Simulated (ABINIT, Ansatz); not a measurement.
**Quasiparticle gap of ScHO2 (R-3m) in ABINIT**

Wanted: ground state, empty states, screening and self-energy for ScHO2 (R-3m).

Main program and level: ABINIT 10.8.3; PBEsol and many-body steps on it, plane waves.

Most raw output is cut from this account.

### Step 1. Starting point

Symmetry: R-3m, No. 166, trigonal system. The conventional cell has a = 3.233 Å, b = 3.233 Å, c = 13.593 Å, α = 90.00°, β = 90.00°, γ = 120.00°. Sc has 6 O at 2.14 Å nearest. Nearest to H lie 2 O at 1.22 Å. Nearest to O lie 1 H at 1.22 Å and 3 Sc at 2.14 Å. Farther neighbours and most contacts between anions are not listed.

The cell and positions are those that the Materials Project relaxed with its own functionals (PBE, PBE+U or r2SCAN), kept fixed.

### Step 2. Ground state

This step: ABINIT 10.8.3; DFT, PBEsol, plane waves, norm-conserving pseudopotentials.

The ground-state density comes first.

Contents of run.abi:

```
acell 3*1.0 Angstrom
rprim 
  1.616589043500 0.933338119408 4.530924155205
  -1.616589043500 0.933338119408 4.530924155205
  0.000000000000 -1.866676238893 4.530924155189
ntypat 3
znucl 21 1 8
natom 4
typat 1 2 3 3
xred 
  0.000000000000 0.000000000000 0.000000000000
  0.500000000000 0.500000000000 0.500000000000
  0.589701000000 0.589701000000 0.589701000000
  0.410299000000 0.410299000000 0.410299000000
pp_dirpath "pseudos"
pseudos "Sc.upf, H.upf, O.upf"
ecut 36
ngkpt 8 8 8
nshiftk 1
shiftk 0 0 0
kptopt 1
chksymbreak 0
nband 18
occopt 1
tolvrs 1e-10
nstep 60
prtwf 0
optforces 0
optstress 0
indata_prefix "in"
outdata_prefix "out"
tmpdata_prefix "tmp"
```

The run is started by

```console
$ OMP_NUM_THREADS=1 mpirun -n 4 abinit run.abi > log
```

Elapsed: 51 s, on 4 MPI ranks of Intel Xeon Platinum 8488C (Sapphire Rapids), shared host; peak memory 0.43 GiB.

This step gave:

```
total energy               : -2233.9812 eV
gap                        : 3.958 eV
k of the valence top       : -0.125, 0.125, 0
k of the conduction bottom : 0.5, 0.5, 0
least direct gap           : 4.372 eV
```

The gap is indirect, with the least direct gap 0.41 eV higher.

### Step 3. Bands along the symmetry lines

The cheap functional maps the bands first; the places of the edges decide which points the dearer methods must see.

Contents of run.abi:

```
acell 3*1.0 Angstrom
rprim 
  1.616589043500 0.933338119408 4.530924155205
  -1.616589043500 0.933338119408 4.530924155205
  0.000000000000 -1.866676238893 4.530924155189
ntypat 3
znucl 21 1 8
natom 4
typat 1 2 3 3
xred 
  0.000000000000 0.000000000000 0.000000000000
  0.500000000000 0.500000000000 0.500000000000
  0.589701000000 0.589701000000 0.589701000000
  0.410299000000 0.410299000000 0.410299000000
pp_dirpath "pseudos"
pseudos "Sc.upf, H.upf, O.upf"
ecut 36
iscf -2
irdden 1
kptopt 0
nkpt 59
kpt 
  0.00000000 0.00000000 0.00000000
  0.06250000 0.06250000 0.06250000
  0.12500000 0.12500000 0.12500000
  0.18750000 0.18750000 0.18750000
  0.25000000 0.25000000 0.25000000
  0.31250000 0.31250000 0.31250000
  0.37500000 0.37500000 0.37500000
  0.43750000 0.43750000 0.43750000
  0.50000000 0.50000000 0.50000000
  0.53813058 0.46186942 0.50000000
  0.57626115 0.42373885 0.50000000
  0.61439173 0.38560827 0.50000000
  0.65252231 0.34747769 0.50000000
  0.69065289 0.30934711 0.50000000
  0.72878347 0.27121653 0.50000000
  0.76691404 0.23308596 0.50000000
  0.80504462 0.19495538 0.50000000
  0.50000000 -0.19495538 0.19495538
  0.50000000 -0.17058596 0.17058596
  0.50000000 -0.14621654 0.14621654
  0.50000000 -0.12184711 0.12184711
  0.50000000 -0.09747769 0.09747769
  0.50000000 -0.07310827 0.07310827
  0.50000000 -0.04873885 0.04873885
  0.50000000 -0.02436942 0.02436942
  0.50000000 0.00000000 0.00000000
  0.43750000 0.00000000 0.00000000
  0.37500000 0.00000000 0.00000000
  0.31250000 0.00000000 0.00000000
  0.25000000 0.00000000 0.00000000
  0.18750000 0.00000000 0.00000000
  0.12500000 0.00000000 0.00000000
  0.06250000 0.00000000 0.00000000
  0.00000000 0.00000000 0.00000000
  0.04343471 -0.04343471 0.00000000
  0.08686942 -0.08686942 0.00000000
  0.13030413 -0.13030413 0.00000000
  0.17373885 -0.17373885 0.00000000
  0.21717356 -0.21717356 0.00000000
  0.26060827 -0.26060827 0.00000000
  0.30404298 -0.30404298 0.00000000
  0.34747769 -0.34747769 0.00000000
  0.65252231 0.00000000 0.34747769
  0.63345702 0.00000000 0.36654298
  0.61439173 0.00000000 0.38560827
  0.59532644 0.00000000 0.40467356
  0.57626116 0.00000000 0.42373885
  0.55719587 0.00000000 0.44280413
  0.53813058 0.00000000 0.46186942
  0.51906529 0.00000000 0.48093471
  0.50000000 0.00000000 0.50000000
  0.43750000 0.00000000 0.43750000
  0.37500000 0.00000000 0.37500000
  0.31250000 0.00000000 0.31250000
  0.25000000 0.00000000 0.25000000
  0.18750000 0.00000000 0.18750000
  0.12500000 0.00000000 0.12500000
  0.06250000 0.00000000 0.06250000
  0.00000000 0.00000000 0.00000000
istwfk *1
nband 19
nbdbuf 2
tolwfr 1e-08
nstep 40
prtwf 0
prtvol 0
indata_prefix "in"
outdata_prefix "out"
tmpdata_prefix "tmp"
```

Run time: 21 s. Hardware: 4 MPI ranks; peak memory 0.36 GiB.

Numbers from this step:

| Quantity | Value |
| --- | --- |
| gap | 3.960 eV |
| k of the valence top | 0.1303, -0.1303, 0 |
| k of the conduction bottom | 0.5, 0, 0.5 |
| least direct gap | 4.632 eV |

The gap is 3.960 eV, +0.001 eV from the run before at this level.

The electronic bands at the labelled points (eV, zero at the top of the highest filled band):

```csv
point,band 9,band 10,band 11,band 12,band 13,band 14,band 15,band 16
Γ,-2.24,-0.56,-0.56,-0.16,4.62,4.79,4.79,6.02
halfway,-2.39,-1.24,-0.33,-0.33,4.80,4.80,5.01,6.81
T,-2.51,-2.51,-0.12,-0.12,4.82,4.82,5.62,7.10
halfway,-2.22,-2.00,-1.07,-0.75,4.72,5.11,5.74,6.49
H2,-2.45,-2.23,-1.06,-0.98,4.87,5.13,5.69,7.40
jump to H0,-2.45,-2.23,-1.06,-0.98,4.87,5.13,5.69,7.40
halfway,-2.38,-1.48,-1.10,-0.99,4.66,5.47,5.58,7.35
L,-2.06,-1.27,-1.27,-0.80,4.32,5.54,5.93,7.61
halfway,-2.02,-1.96,-0.87,-0.16,4.49,5.15,5.45,7.32
Γ,-2.24,-0.56,-0.56,-0.16,4.62,4.79,4.79,6.02
halfway,-2.32,-1.68,-1.36,-0.07,4.61,4.97,5.72,7.11
S0,-2.56,-2.07,-1.08,-0.96,4.84,5.22,5.63,7.37
jump to S2,-2.56,-2.07,-1.08,-0.96,4.84,5.22,5.63,7.37
halfway,-2.43,-1.74,-1.40,-0.80,4.30,5.48,5.84,7.26
F,-2.47,-1.65,-1.28,-0.73,3.96,5.64,5.95,7.15
halfway,-1.92,-1.80,-0.98,-0.35,4.28,5.40,5.45,6.57
Γ,-2.24,-0.56,-0.56,-0.16,4.62,4.79,4.79,6.02
```

### Step 4. Empty states on the mesh, 4×4×4 mesh, 52 bands

The sums over transitions need many empty states on a uniform mesh; this step solves for them.

Contents of run.abi:

```
acell 3*1.0 Angstrom
rprim 
  1.616589043500 0.933338119408 4.530924155205
  -1.616589043500 0.933338119408 4.530924155205
  0.000000000000 -1.866676238893 4.530924155189
ntypat 3
znucl 21 1 8
natom 4
typat 1 2 3 3
xred 
  0.000000000000 0.000000000000 0.000000000000
  0.500000000000 0.500000000000 0.500000000000
  0.589701000000 0.589701000000 0.589701000000
  0.410299000000 0.410299000000 0.410299000000
pp_dirpath "pseudos"
pseudos "Sc.upf, H.upf, O.upf"
ecut 36
ngkpt 4 4 4
nshiftk 1
shiftk 0 0 0
kptopt 1
chksymbreak 0
iscf -2
irdden 1
istwfk *1
nband 52
nbdbuf 4
tolwfr 1e-09
nstep 60
prtvol 0
indata_prefix "in"
outdata_prefix "out"
tmpdata_prefix "tmp"
```

Wall time 23 s (4 MPI ranks); peak memory 0.34 GiB.

This step gave:

* gap: 4.075 eV
* k of the valence top: 0.5, 0.5, 0.5
* k of the conduction bottom: 0.5, 0.5, 0
* least direct gap: 4.632 eV
* k points computed: 13
* lowest point of the top converged band, above the valence top: 44.51 eV

On this mesh the gap is 4.075 eV. The earlier step found 3.958 eV, so this mesh misses an edge.

### Step 5. Screening, 4×4×4 mesh, 48 bands, screening to 119.7 eV

The RPA dielectric matrix is built and inverted for each q.

This step: RPA screening on PBEsol, plane waves, norm-conserving pseudopotentials.

run.abi: that of step 4 with these lines changed.

```diff
@@ -22,10 +22,11 @@
 chksymbreak 0
-iscf -2
-irdden 1
 istwfk *1
-nband 52
-nbdbuf 4
-tolwfr 1e-09
-nstep 60
-prtvol 0
+occopt 1
+irdwfk 1
+optdriver 3
+nband 48
+ecuteps 4.4
+inclvkb 2
+awtr 1
+symchi 1
 indata_prefix "in"
```

Run time: 50 s. Hardware: 4 MPI ranks; peak memory 1.2 GiB; 3.3 min of CPU time.

Numbers from this step:

```
ε∞ with local fields, on this mesh, along the program's q direction : 3.929
the same without local fields                                       : 4.260
plasma frequency                                                    : 28.40 eV
plane waves in the screening matrix                                 : 117
```

Local fields lower ε∞ by 8 %.

### Step 6. Self-energy, 4×4×4 mesh, 48 bands, screening to 119.7 eV

The self-energy is evaluated for the states that the input lists, and the levels follow from it, in one-shot runs by the linearised quasiparticle equation.

This step: G0W0 on PBEsol, plane waves, norm-conserving pseudopotentials.

run.abi: that of step 5 with these lines changed.

```diff
@@ -25,8 +25,21 @@
 irdwfk 1
-optdriver 3
+optdriver 4
 nband 48
+gwcalctyp 0
+ecutsigx 36
+symsigma 1
+nkptgw 4
+kptgw 
+  0.5000000000 0.5000000000 0.5000000000
+  0.5000000000 0.5000000000 0.0000000000
+  0.2500000000 0.2500000000 0.0000000000
+  0.0000000000 0.0000000000 0.0000000000
+bdgw 
+  11 14
+  11 14
+  11 14
+  10 15
 ecuteps 4.4
-inclvkb 2
-awtr 1
-symchi 1
+irdscr 1
+ppmodel 1
 indata_prefix "in"
```

Elapsed: 13 s, on 4 MPI ranks; peak memory 1 GiB; 51 s of CPU time.

Numbers from this step:

| Quantity | Value |
| --- | --- |
| G0W0 gap on the mesh | 6.641 eV |
| starting gap on the mesh | 4.075 eV |
| k of the valence top | 0, 0, 0 |
| k of the conduction bottom | 0.5, 0.5, 0 |
| Z at the valence top | 0.795 |
| Z at the conduction bottom | 0.818 |
| least direct G0W0 gap on the computed points | 7.165 eV |

The gap on the mesh goes from 4.08 eV to 6.64 eV, a correction of +2.57 eV. The start differs from the 3.96 eV found before because the two sample other k points.

Limits: finite bands, cutoff and mesh. v1 is the top filled band, c1 the lowest empty one. Levels before and after the correction, in eV, zero at the valence-band top of each column:

```csv
,conduction bottom,valence top
Kohn-Sham,4.08,0.00
G0W0,6.64,0.00
```

```csv
,level,energy (eV)
Kohn-Sham,(0.5 0.5 0) v2,-1.161
Kohn-Sham,(0.5 0.5 0) v1,-0.612
Kohn-Sham,(0.5 0.5 0) c1,4.075
Kohn-Sham,(0.5 0.5 0) c2,5.760
Kohn-Sham,Γ v3-v2,-0.448
Kohn-Sham,Γ v1,-0.045
Kohn-Sham,Γ c1,4.737
Kohn-Sham,Γ c2-c3,4.905
G0W0,(0.5 0.5 0) v2,-1.456
G0W0,(0.5 0.5 0) v1,-0.692
G0W0,(0.5 0.5 0) c1,6.641
G0W0,(0.5 0.5 0) c2,8.867
G0W0,Γ v3-v2,-0.597
G0W0,Γ v1,0.000
G0W0,Γ c1,7.165
G0W0,Γ c2-c3,7.863
```

### Step 7. Where the time went

Times are wall times on 4 MPI ranks of Intel Xeon Platinum 8488C (Sapphire Rapids), shared host, good to a factor of about two.

```csv
step,time,share,memory (GiB)
ground state,51 s,32 %,0.43
bands along the symmetry lines,21 s,14 %,0.36
empty states on the mesh,23 s,15 %,0.34
screening,50 s,31 %,1.2
self-energy,13 s,8 %,1.0
```

### Step 8. Outcome

- PBEsol gap: 3.96 eV, indirect
- G0W0 gap on the mesh: 6.64 eV
- G0W0 gap over the zone (rigid shift): 6.52 eV
- GW settings: 4×4×4 mesh, 48 bands, screening to 119.7 eV, Godby-Needs plasmon pole
- known limits: not at the basis limit

G0W0 moves the gap on the mesh from 4.08 eV to 6.64 eV (+2.57 eV), with Z of 0.80 and 0.82 at the edges. The mesh misses the band edges by 0.12 eV in all; a rigid shift gives 6.52 eV for the zone. Local fields lower the RPA ε∞ on this mesh from 4.26 to 3.93. Bands and cutoff are finite, so the gap is not at the basis limit. The miss can reach some tenths of an eV and take either sign; the mesh is an error of its own. A denser mesh or path gives a starting gap of 3.96 eV: the GW mesh misses a band edge, so its gaps are not the fundamental one.

[Paths, hosts, dates, memory and timing lines, banners, echoed tables and standing remarks are left out of the program output.]

[Logs are printed without paths, hosts, clocks, repeated set-up lines and the standing remarks that a program may print on its own settings, such as how far it seeks lower states.]

[Runs of the session that timed out or met a known fault of the program may be left out.]

[Hosts, paths, dates, database ids (printed as entryN), source tags and the programs' standing remarks are cut or masked in the printed files.]

[G0W0 gaps are taken among the corrected bands and points alone; a level outside them can change the order at an edge.]

[Where Ansatz stands beside ABINIT at settings called matched, ABINIT's density can come from a denser mesh and the files from another edition; pairs whose starting gaps differed by over 0.03 eV were left out, so agreement reads better than it is.]
